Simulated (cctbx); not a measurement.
## What resolution and counting buy: Nd4Tl5Pb4O16F

Space group I-4 (no. 82), a = 13.0520 Å, b = 13.0520 Å, c = 6.2120 Å, α = 90.00°, β = 90.00°, γ = 90.00°.

```csv
atom,mult.,x,y,z,Ueq (Å²)
Pb1,8,0.2546,0.3947,0.5107,0.0036
Tl1,8,0.8993,0.5902,0.0162,0.0031
Tl2,2,0,0,0,0.0030
Nd1,8,0.3199,0.6152,0.0254,0.0040
F1,2,0,0,1/2,0.0060
O1,8,0.7973,0.7585,0.0775,0.0071
O2,8,0.2906,0.4662,0.7730,0.0062
O3,8,0.1044,0.3896,0.4683,0.0080
O4,8,0.3252,0.4549,0.2616,0.0060
```

This is a model crystal, built by substitution and not relaxed, with assumed displacement parameters.

Five simulated data sets (cctbx; Ag Kα, λ = 0.56087 Å; 2 % proportional error) differ in resolution or exposure (noise floor 4 counts in the first three, 8 in the last two). Each is refined with the right model, isotropic at 1.1 Å and anisotropic otherwise. How do the figures of merit and the uncertainties move?

| d min (Å) | top counts | ⟨I/σ⟩ (unmerged, absences included) | unique | param. (scale apart) | Rint | R1 | GooF | largest s.u. xyz (fractional) | s.u. U of O1 (Å²) | largest error (Å) |
| --- | --- | --- | --- | --- | --- | --- | --- | --- | --- | --- |
| 1.1 | 20000 | 10.9 | 402 | 30 | 0.019 | 0.0129 | 0.98 | 0.00197 | 0.0028 | 0.0305 |
| 0.84 | 20000 | 9.3 | 883 | 67 | 0.023 | 0.0147 | 0.96 | 0.00133 | 0.0039 | 0.0158 |
| 0.6 | 20000 | 9.5 | 2391 | 67 | 0.023 | 0.0140 | 0.91 | 0.00068 | 0.0013 | 0.0077 |
| 0.75 | 300 | 0.8 | 1234 | 67 | 0.292 | 0.1031 | 0.93 | 0.01659 | 0.1001 | 0.3660 |
| 0.75 | 3000 | 4.2 | 1234 | 67 | 0.054 | 0.0320 | 0.94 | 0.00313 | 0.0086 | 0.0558 |

The number of reflections grows roughly as 1/d³: 402, 883 and 2391 here. R1 follows the noise rather than the truth: at 300 counts it is 0.1031, at 3000 counts 0.0320, while GooF is 0.93 and 0.94: the weights 1/σ² carry the noise. The s.u. of U (U11 where anisotropic) for O1 goes 0.0028, 0.0039, 0.0013 Å² with resolution and 0.1001, 0.0086 Å² with exposure.

Hardware for the 0.6 Å refinement: 0.5 s on 1 thread of Arm Neoverse V2, with other jobs on the host, peak memory 0.09 GiB.

[Logs are printed without paths, hosts, clocks, repeated set-up lines and the standing remarks that a program may print on its own settings, such as how far it seeks lower states.]
